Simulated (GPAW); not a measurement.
**The basis that the transmission of a carbon nanotube (4, 4); one C replaced by Si needs**

Aim: T(E), conductance and thermopower of a carbon nanotube (4, 4); one C replaced by Si, and what cheaper settings cost in accuracy.

Calculated with GPAW 26.7.0; GPAW LCAO, PAW setups; Landauer transmission from Green's functions with principal layers (ASE), zero bias.

Report form: the programs' logs are mostly left out.

## (1) The starting structure

The cell holds 192 atoms: 191 C and 1 Si. Its edges and angles: a = 13.424 Å, b = 13.424 Å, c = 29.514 Å, α = 90.0°, β = 90.0°, γ = 90.0°. Regions: left lead, 80 atoms (80 C); channel, 32 atoms (31 C and 1 Si); right lead, 80 atoms (80 C). Vacuum lies along a and b. The structure is stacked along c, and the current runs across the ab planes.

## (2) Single-zeta polarised basis

One radial function a shell plus polarisation makes the matrices smaller; the question is what that costs.

Contents of run.py:

```python
import json
import numpy as np
from ase import Atoms
from ase.transport.calculators import TransportCalculator
from gpaw import GPAW, FermiDirac
from gpaw.lcao.tools import get_lcao_hamiltonian
from scipy.linalg import eigh

# The junction with lead layers at both ends, along the third cell vector
device = Atoms(
    ['C', 'C', 'C', 'C', 'C', 'C', 'C', 'C', 'C', 'C', 'C', 'C', 'C', 'C', 'C', 'C', 'C', 'C', 'C', 'C', 'C', 'C', 'C', 'C', 'C', 'C', 'C', 'C', 'C', 'C', 'C', 'C', 'C', 'C', 'C', 'C', 'C', 'C', 'C', 'C', 'C', 'C', 'C', 'C', 'C', 'C', 'C', 'C', 'C', 'C', 'C', 'C', 'C', 'C', 'C', 'C', 'C', 'C', 'C', 'C', 'C', 'C', 'C', 'C', 'C', 'C', 'C', 'C', 'C', 'C', 'C', 'C', 'C', 'C', 'C', 'C', 'C', 'C', 'C', 'C', 'C', 'C', 'C', 'C', 'C', 'C', 'C', 'C', 'C', 'C', 'C', 'C', 'C', 'C', 'C', 'C', 'Si', 'C', 'C', 'C', 'C', 'C', 'C', 'C', 'C', 'C', 'C', 'C', 'C', 'C', 'C', 'C', 'C', 'C', 'C', 'C', 'C', 'C', 'C', 'C', 'C', 'C', 'C', 'C', 'C', 'C', 'C', 'C', 'C', 'C', 'C', 'C', 'C', 'C', 'C', 'C', 'C', 'C', 'C', 'C', 'C', 'C', 'C', 'C', 'C', 'C', 'C', 'C', 'C', 'C', 'C', 'C', 'C', 'C', 'C', 'C', 'C', 'C', 'C', 'C', 'C', 'C', 'C', 'C', 'C', 'C', 'C', 'C', 'C', 'C', 'C', 'C', 'C', 'C', 'C', 'C', 'C', 'C', 'C', 'C', 'C', 'C', 'C', 'C', 'C', 'C', 'C', 'C', 'C', 'C', 'C', 'C'],
    positions=[
        [4.00000, 6.71200, 0.61488],
        [4.36334, 5.35600, 0.61488],
        [5.35600, 9.06066, 0.61488],
        [6.71200, 9.42400, 0.61488],
        [6.71200, 4.00000, 0.61488],
        [8.06800, 4.36334, 0.61488],
        [9.06066, 8.06800, 0.61488],
        [9.42400, 6.71200, 0.61488],
        [4.09241, 7.41392, 1.84463],
        [4.79433, 8.62967, 1.84463],
        [4.79433, 4.79433, 1.84463],
        [6.01008, 4.09241, 1.84463],
        [7.41392, 9.33159, 1.84463],
        [8.62967, 8.62967, 1.84463],
        [8.62967, 4.79433, 1.84463],
        [9.33159, 6.01008, 1.84463],
        [4.00000, 6.71200, 3.07439],
        [4.36334, 5.35600, 3.07439],
        [5.35600, 9.06066, 3.07439],
        [6.71200, 9.42400, 3.07439],
        [6.71200, 4.00000, 3.07439],
        [8.06800, 4.36334, 3.07439],
        [9.06066, 8.06800, 3.07439],
        [9.42400, 6.71200, 3.07439],
        [4.09241, 7.41392, 4.30415],
        [4.79433, 8.62967, 4.30415],
        [4.79433, 4.79433, 4.30415],
        [6.01008, 4.09241, 4.30415],
        [7.41392, 9.33159, 4.30415],
        [8.62967, 8.62967, 4.30415],
[... 156 atom lines left out ...]
        [4.79433, 4.79433, 28.89927],
        [6.01008, 4.09241, 28.89927],
        [7.41392, 9.33159, 28.89927],
        [8.62967, 8.62967, 28.89927],
        [8.62967, 4.79433, 28.89927],
        [9.33159, 6.01008, 28.89927]],
    cell=[[13.424, 0.0, 0.0], [0.0, 13.424, 0.0], [0.0, 0.0, 29.51415]],
    pbc=True)

# One principal layer of the lead: the first 48 atoms of the device
lead = Atoms(
    ['C', 'C', 'C', 'C', 'C', 'C', 'C', 'C', 'C', 'C', 'C', 'C', 'C', 'C', 'C', 'C', 'C', 'C', 'C', 'C', 'C', 'C', 'C', 'C', 'C', 'C', 'C', 'C', 'C', 'C', 'C', 'C', 'C', 'C', 'C', 'C', 'C', 'C', 'C', 'C', 'C', 'C', 'C', 'C', 'C', 'C', 'C', 'C'],
    positions=[
        [4.00000, 6.71200, 0.61488],
        [4.36334, 5.35600, 0.61488],
        [5.35600, 9.06066, 0.61488],
        [6.71200, 9.42400, 0.61488],
        [6.71200, 4.00000, 0.61488],
        [8.06800, 4.36334, 0.61488],
        [9.06066, 8.06800, 0.61488],
        [9.42400, 6.71200, 0.61488],
        [4.09241, 7.41392, 1.84463],
        [4.79433, 8.62967, 1.84463],
        [4.79433, 4.79433, 1.84463],
        [6.01008, 4.09241, 1.84463],
        [7.41392, 9.33159, 1.84463],
        [8.62967, 8.62967, 1.84463],
        [8.62967, 4.79433, 1.84463],
        [9.33159, 6.01008, 1.84463],
        [4.00000, 6.71200, 3.07439],
        [4.36334, 5.35600, 3.07439],
        [5.35600, 9.06066, 3.07439],
        [6.71200, 9.42400, 3.07439],
        [6.71200, 4.00000, 3.07439],
        [8.06800, 4.36334, 3.07439],
        [9.06066, 8.06800, 3.07439],
        [9.42400, 6.71200, 3.07439],
        [4.09241, 7.41392, 4.30415],
        [4.79433, 8.62967, 4.30415],
        [4.79433, 4.79433, 4.30415],
        [6.01008, 4.09241, 4.30415],
        [7.41392, 9.33159, 4.30415],
        [8.62967, 8.62967, 4.30415],
        [8.62967, 4.79433, 4.30415],
        [9.33159, 6.01008, 4.30415],
        [4.00000, 6.71200, 5.53390],
        [4.36334, 5.35600, 5.53390],
        [5.35600, 9.06066, 5.53390],
        [6.71200, 9.42400, 5.53390],
        [6.71200, 4.00000, 5.53390],
        [8.06800, 4.36334, 5.53390],
        [9.06066, 8.06800, 5.53390],
        [9.42400, 6.71200, 5.53390],
        [4.09241, 7.41392, 6.76366],
        [4.79433, 8.62967, 6.76366],
        [4.79433, 4.79433, 6.76366],
        [6.01008, 4.09241, 6.76366],
        [7.41392, 9.33159, 6.76366],
        [8.62967, 8.62967, 6.76366],
        [8.62967, 4.79433, 6.76366],
        [9.33159, 6.01008, 6.76366]],
    cell=[[13.424, 0.0, 0.0], [0.0, 13.424, 0.0], [0.0, 0.0, 7.37854]],
    pbc=True)

settings = dict(mode='lcao', basis='szp(dzp)', xc='PBE', h=0.2,
                occupations=FermiDirac(0.1), maxiter=250,
                mixer=dict(beta=0.1, nmaxold=8, weight=100.0),
                convergence=dict(density=0.0001))
energies = np.arange(-2, 2 + 1e-9, 0.05)
eta = 0.0001
n1, n2 = 1, 1
# k and -k transmit alike, so half of the mesh across the current serves
mesh = [(i, j) for i in range(n1) for j in range(n2) if (i, j) <= (-i % n1, -j % n2)]
weights = np.array([1 if (i, j) == (-i % n1, -j % n2) else 2 for i, j in mesh]) / (n1 * n2)

# [... helper functions left out ...]
fermi_lead = ground_state(lead, (1, 1, 15), 'lead.txt')
fermi_device = ground_state(device, (1, 1, 3), 'device.txt')
# [... loop over the mesh left out, but for ...]
        # Shift the lead onto the potential of the device's first layer
        shift = ((H[:, 0, 0] - H0[:, 0, 0]) / S0[0, 0]).real.mean()
# [...]
kT = 8.617333e-5 * 200
bias = [0.1, 0.2, 0.5, 1.0, 1.5, 2.0]
# [... integrals and printing left out ...]
```

Command:

```bash
$ OMP_NUM_THREADS=1 OPENBLAS_NUM_THREADS=1 python run.py
```

Run time: 44 min. Hardware: 1 thread of Intel Xeon Platinum 8259CL at 2.50GHz (Skylake/Cascade Lake), shared host; peak memory 3.5 GiB.

This step gave:

* conductance: 1.956 G₀
* largest coupling past the next principal layer: 4.91e-15 eV
* largest misfit of the first principal layer: 0.01264 eV
* shift that aligns the lead: 8.56e-4 eV
* basis functions of the junction: 1728
* basis functions of a principal layer: 432
* transmission at the Fermi level (one spin): 1.956

One spin. Table of transmission, zone mean by energy, zero at the Fermi level:

| energy (eV) | transmission, zone mean |
| --- | --- |
| -2.000 | 4.67 |
| -1.800 | 4.31 |
| -1.600 | 1.36 |
| -1.400 | 1.82 |
| -1.200 | 1.89 |
| -1.000 | 1.92 |
| -0.800 | 1.93 |
| -0.600 | 1.94 |
| -0.400 | 1.95 |
| -0.200 | 1.95 |
| 0.000 | 1.96 |
| 0.200 | 1.96 |
| 0.400 | 1.95 |
| 0.600 | 1.95 |
| 0.800 | 1.95 |
| 1.000 | 3.41 |
| 1.200 | 6.60 |
| 1.350 | 6.94 |
| 1.400 | 6.92 |
| 1.600 | 5.98 |
| 1.800 | 6.27 |
| 2.000 | 6.35 |

Not self-consistent under bias; the bias window is split evenly. The current through one cell, from the zero-bias transmission by bias:

| bias (V) | current through one cell, from the zero-bias transmission (μA) |
| --- | --- |
| 0.100 | 15.2 |
| 0.200 | 30.3 |
| 0.500 | 75.7 |
| 1.000 | 151 |
| 1.500 | 227 |
| 2.000 | 306 |

Transmission of the three most open eigenchannels against energy, zero at the Fermi level:

| energy (eV) | channel 1 | channel 2 | channel 3 |
| --- | --- | --- | --- |
| -2.00 | 0.999 | 0.998 | 0.986 |
| -1.90 | 0.999 | 0.996 | 0.970 |
| -1.80 | 0.999 | 0.985 | 0.905 |
| -1.70 | 0.997 | 6.0e-8 | 1.3e-8 |
| -1.55 | 0.997 | 0.579 | 1.3e-10 |
| -1.45 | 0.996 | 0.776 | 9.3e-12 |
| -1.35 | 0.996 | 0.849 | 1.5e-12 |
| -1.25 | 0.996 | 0.884 | 0 |
| -1.15 | 0.997 | 0.905 | 0 |
| -1.05 | 0.997 | 0.918 | 0 |
| -0.90 | 0.997 | 0.930 | 0 |
| -0.80 | 0.997 | 0.935 | 0 |
| -0.70 | 0.997 | 0.939 | 0 |
| -0.60 | 0.997 | 0.943 | 0 |
| -0.50 | 0.997 | 0.946 | 0 |
| -0.40 | 0.997 | 0.950 | 0 |
| -0.25 | 0.997 | 0.955 | 0 |
| -0.15 | 0.997 | 0.957 | 0 |
| -0.05 | 0.997 | 0.959 | 0 |
| 0.00 | 0.997 | 0.959 | 0 |
| 0.05 | 0.997 | 0.960 | 0 |
| 0.15 | 0.996 | 0.960 | 0 |
| 0.25 | 0.996 | 0.960 | 0 |
| 0.40 | 0.995 | 0.959 | 0 |
| 0.50 | 0.994 | 0.958 | 0 |
| 0.60 | 0.993 | 0.958 | 4.3e-12 |
| 0.70 | 0.991 | 0.958 | 3.4e-11 |
| 0.80 | 0.988 | 0.958 | 6.3e-10 |
| 0.90 | 0.982 | 0.945 | 2.4e-7 |
| 1.05 | 0.999 | 0.946 | 0.936 |
| 1.15 | 0.999 | 0.987 | 0.869 |
| 1.25 | 0.998 | 0.997 | 0.997 |
| 1.35 | 0.999 | 0.998 | 0.998 |
| 1.45 | 0.999 | 0.998 | 0.998 |
| 1.55 | 0.999 | 0.999 | 0.998 |
| 1.70 | 0.999 | 0.999 | 0.998 |
| 1.80 | 0.999 | 0.999 | 0.998 |
| 1.90 | 0.999 | 0.999 | 0.998 |
| 2.00 | 0.999 | 0.999 | 0.998 |

Couplings past the next layer reach 4.9e-15 eV, small enough to drop; the matrix elements of the cell's first layer differ from the bulk lead's by up to 0.013 eV. That layer keeps its own values in the calculation, and only beyond it is the lead taken as perfect.

## (3) GPAW, sz, basis sz(dzp)

The minimal basis is the cheapest rung: no second zeta and no polarisation.

run.py: that of step 2 with these lines changed.

```diff
@@ -107,3 +107,3 @@
 
-settings = dict(mode='lcao', basis='szp(dzp)', xc='PBE', h=0.2,
+settings = dict(mode='lcao', basis='sz(dzp)', xc='PBE', h=0.2,
                 occupations=FermiDirac(0.1), maxiter=250,
```

Run time: 8.4 min. Hardware: 1 thread; peak memory 2.3 GiB.

This step gave:

```yaml
conductance: 1.972 G₀
largest_coupling_past_the_next_principal_layer: 3.45e-15 eV
largest_misfit_of_the_first_principal_layer: 0.01288 eV
shift_that_aligns_the_lead: -2.39e-5 eV
basis_functions_of_the_junction: 768
basis_functions_of_a_principal_layer: 192
transmission_at_the_fermi_level_one_spin: 1.972
```

One spin. Table of transmission, zone mean by energy, zero at the Fermi level:

| energy (eV) | transmission, zone mean |
| --- | --- |
| -2.00 | 4.77 |
| -1.90 | 4.67 |
| -1.80 | 3.28 |
| -1.70 | 1.66 |
| -1.55 | 1.91 |
| -1.45 | 1.93 |
| -1.35 | 1.95 |
| -1.25 | 1.95 |
| -1.15 | 1.96 |
| -1.05 | 1.96 |
| -0.90 | 1.96 |
| -0.80 | 1.96 |
| -0.70 | 1.96 |
| -0.60 | 1.97 |
| -0.50 | 1.97 |
| -0.40 | 1.97 |
| -0.25 | 1.97 |
| -0.15 | 1.97 |
| -0.05 | 1.97 |
| 0.00 | 1.97 |
| 0.05 | 1.97 |
| 0.15 | 1.97 |
| 0.25 | 1.97 |
| 0.40 | 1.97 |
| 0.50 | 1.97 |
| 0.60 | 1.97 |
| 0.70 | 1.97 |
| 0.80 | 1.96 |
| 0.90 | 1.96 |
| 1.05 | 1.96 |
| 1.15 | 1.96 |
| 1.25 | 1.96 |
| 1.35 | 1.93 |
| 1.45 | 6.96 |
| 1.55 | 7.10 |
| 1.70 | 6.23 |
| 1.80 | 6.29 |
| 1.90 | 6.42 |
| 2.00 | 6.48 |

Not self-consistent under bias; the bias window is split evenly. The current through one cell, from the zero-bias transmission by bias:

| bias (V) | current through one cell, from the zero-bias transmission (μA) |
| --- | --- |
| 0.100 | 15.3 |
| 0.200 | 30.6 |
| 0.500 | 76.4 |
| 1.000 | 153 |
| 1.500 | 229 |
| 2.000 | 305 |

Table of transmission of the three most open eigenchannels by energy, zero at the Fermi level:

| energy (eV) | channel 1 | channel 2 | channel 3 |
| --- | --- | --- | --- |
| -2.00 | 0.999 | 0.997 | 0.982 |
| -1.85 | 0.999 | 0.987 | 0.915 |
| -1.70 | 0.994 | 0.666 | 5.2e-9 |
| -1.60 | 0.993 | 0.894 | 7.7e-11 |
| -1.45 | 0.993 | 0.941 | 2.2e-12 |
| -1.30 | 0.994 | 0.955 | 0 |
| -1.15 | 0.995 | 0.961 | 0 |
| -1.05 | 0.995 | 0.964 | 0 |
| -0.90 | 0.996 | 0.966 | 0 |
| -0.75 | 0.996 | 0.967 | 0 |
| -0.60 | 0.997 | 0.969 | 0 |
| -0.50 | 0.997 | 0.970 | 0 |
| -0.35 | 0.997 | 0.972 | 0 |
| -0.20 | 0.997 | 0.974 | 0 |
| -0.05 | 0.997 | 0.974 | 0 |
| 0.00 | 0.997 | 0.975 | 0 |
| 0.05 | 0.997 | 0.975 | 0 |
| 0.20 | 0.997 | 0.974 | 0 |
| 0.35 | 0.997 | 0.973 | 0 |
| 0.50 | 0.996 | 0.971 | 0 |
| 0.60 | 0.996 | 0.970 | 0 |
| 0.75 | 0.995 | 0.970 | 0 |
| 0.90 | 0.994 | 0.970 | 0 |
| 1.05 | 0.992 | 0.972 | 5.4e-12 |
| 1.15 | 0.989 | 0.974 | 4.5e-11 |
| 1.30 | 0.980 | 0.977 | 1.5e-8 |
| 1.45 | 0.998 | 0.994 | 0.992 |
| 1.60 | 0.999 | 0.998 | 0.997 |
| 1.70 | 0.999 | 0.998 | 0.998 |
| 1.85 | 0.999 | 0.998 | 0.998 |
| 2.00 | 0.999 | 0.999 | 0.998 |

For the transmission at the Fermi level (one spin), step 2 gave 1.96; this run, with basis sz(dzp), gives 1.97.

## (4) revPBE in the szp basis: xc = "revPBE"

Back in the szp basis, the functional changes from PBE to revPBE, to set the spread between functionals beside that between bases.

run.py: that of step 3 with these lines changed.

```diff
@@ -107,3 +107,3 @@
 
-settings = dict(mode='lcao', basis='sz(dzp)', xc='PBE', h=0.2,
+settings = dict(mode='lcao', basis='szp(dzp)', xc='revPBE', h=0.2,
                 occupations=FermiDirac(0.1), maxiter=250,
```

Run time: 42 min. Hardware: 1 thread; peak memory 3.5 GiB.

Numbers from this step:

```
conductance                                    : 1.955 G₀
largest coupling past the next principal layer : 3.80e-15 eV
largest misfit of the first principal layer    : 0.01260 eV
shift that aligns the lead                     : 9.77e-4 eV
basis functions of the junction                : 1728
basis functions of a principal layer           : 432
transmission at the Fermi level (one spin)     : 1.955
```

The conductance equals that of the szp run to 0.2 %.

## (5) The ladder

Times are for 1 thread of Intel Xeon Platinum 8259CL at 2.50GHz (Skylake/Cascade Lake), shared host. The series side by side:

| no. | run | conductance (G₀) | time | memory (GiB) |
| --- | --- | --- | --- | --- |
| 1 | szp | 1.956 | 44 min | 3.5 |
| 2 | sz | 1.972 | 8.4 min | 2.3 |
| 3 | szp revPBE | 1.955 | 42 min | 3.5 |

## (6) Comparison

The curves are compared point by point over the common energies.

This step: comparison of transmission and cost over codes and levels (GPAW 26.7.0).

Ladder, by row:

| step | code | T at the Fermi level (sum over the listed spins) | conductance (G0) | r.m.s. T(E) from the first | wall time (s) | peak memory (GiB) | threads |
| --- | --- | --- | --- | --- | --- | --- | --- |
| szp | GPAW | 1.956 | 1.956 | 0 | 2612 | 3.54 | 1 |
| sz | GPAW | 1.972 | 1.972 | 1.166 | 501.7 | 2.3 | 1 |
| szp-revPBE | GPAW | 1.955 | 1.955 | 0.08742 | 2542 | 3.54 | 1 |

The transmission, zone mean, sum over the listed spins by energy, zero at the Fermi level:

| energy (eV) | szp | sz | szp-revPBE |
| --- | --- | --- | --- |
| -2.00 | 4.67 | 4.77 | 4.66 |
| -1.90 | 4.61 | 4.67 | 4.59 |
| -1.80 | 4.31 | 3.28 | 4.19 |
| -1.70 | 0.997 | 1.66 | 0.998 |
| -1.55 | 1.58 | 1.91 | 1.60 |
| -1.45 | 1.77 | 1.93 | 1.78 |
| -1.35 | 1.85 | 1.95 | 1.85 |
| -1.25 | 1.88 | 1.95 | 1.88 |
| -1.15 | 1.90 | 1.96 | 1.90 |
| -1.05 | 1.91 | 1.96 | 1.91 |
| -0.90 | 1.93 | 1.96 | 1.93 |
| -0.80 | 1.93 | 1.96 | 1.93 |
| -0.70 | 1.94 | 1.96 | 1.94 |
| -0.60 | 1.94 | 1.97 | 1.94 |
| -0.50 | 1.94 | 1.97 | 1.94 |
| -0.40 | 1.95 | 1.97 | 1.95 |
| -0.25 | 1.95 | 1.97 | 1.95 |
| -0.15 | 1.95 | 1.97 | 1.95 |
| -0.05 | 1.96 | 1.97 | 1.95 |
| 0.00 | 1.96 | 1.97 | 1.95 |
| 0.05 | 1.96 | 1.97 | 1.96 |
| 0.15 | 1.96 | 1.97 | 1.96 |
| 0.25 | 1.96 | 1.97 | 1.95 |
| 0.40 | 1.95 | 1.97 | 1.95 |
| 0.50 | 1.95 | 1.97 | 1.95 |
| 0.60 | 1.95 | 1.97 | 1.95 |
| 0.70 | 1.95 | 1.97 | 1.95 |
| 0.80 | 1.95 | 1.96 | 1.95 |
| 0.90 | 1.93 | 1.96 | 1.91 |
| 1.05 | 3.53 | 1.96 | 3.54 |
| 1.15 | 3.42 | 1.96 | 3.23 |
| 1.25 | 6.86 | 1.96 | 6.84 |
| 1.35 | 6.94 | 1.93 | 6.94 |
| 1.45 | 6.84 | 6.96 | 6.85 |
| 1.55 | 6.27 | 7.10 | 6.37 |
| 1.70 | 6.17 | 6.23 | 6.16 |
| 1.80 | 6.27 | 6.29 | 6.26 |
| 1.90 | 6.32 | 6.42 | 6.31 |
| 2.00 | 6.35 | 6.48 | 6.34 |

## (7) What came out

| Quantity | Value |
| --- | --- |
| conductance | 1.96 G₀ |
| transmission at the Fermi level, mean of the spins | 1.96 |
| thermopower | about 0 (under 1.5 μV/K) |

**Reading.** In the szp basis the junction conducts 1.96 G₀ at 200 K, with T = 1.96 a spin at the Fermi level; the sz basis reaches that conductance within 10 %. At the Fermi level two eigenchannels carry the current (1.00 and 0.96). Measured against the first run (szp), the nearest curve is that of szp-revPBE (r.m.s. 0.087) and the farthest that of sz (1.2). Over the compared runs wall time goes from 502 s (sz) to 2612 s (szp), on a shared host. The geometry was built from estimated bond lengths and not relaxed, so the numbers describe this model structure. The currents use the zero-bias T(E) throughout, which holds only while the bias is small against the distance to the nearest feature. The energy step is wider than the thermal energy, so the conductance and thermopower rest on interpolation of T(E).

[Logs are printed without paths, hosts, clocks, repeated set-up lines and the standing remarks that a program may print on its own settings, such as how far it seeks lower states.]

[Hosts, paths, dates, database ids (printed as entryN), source tags and the programs' standing remarks are cut or masked in the printed files.]
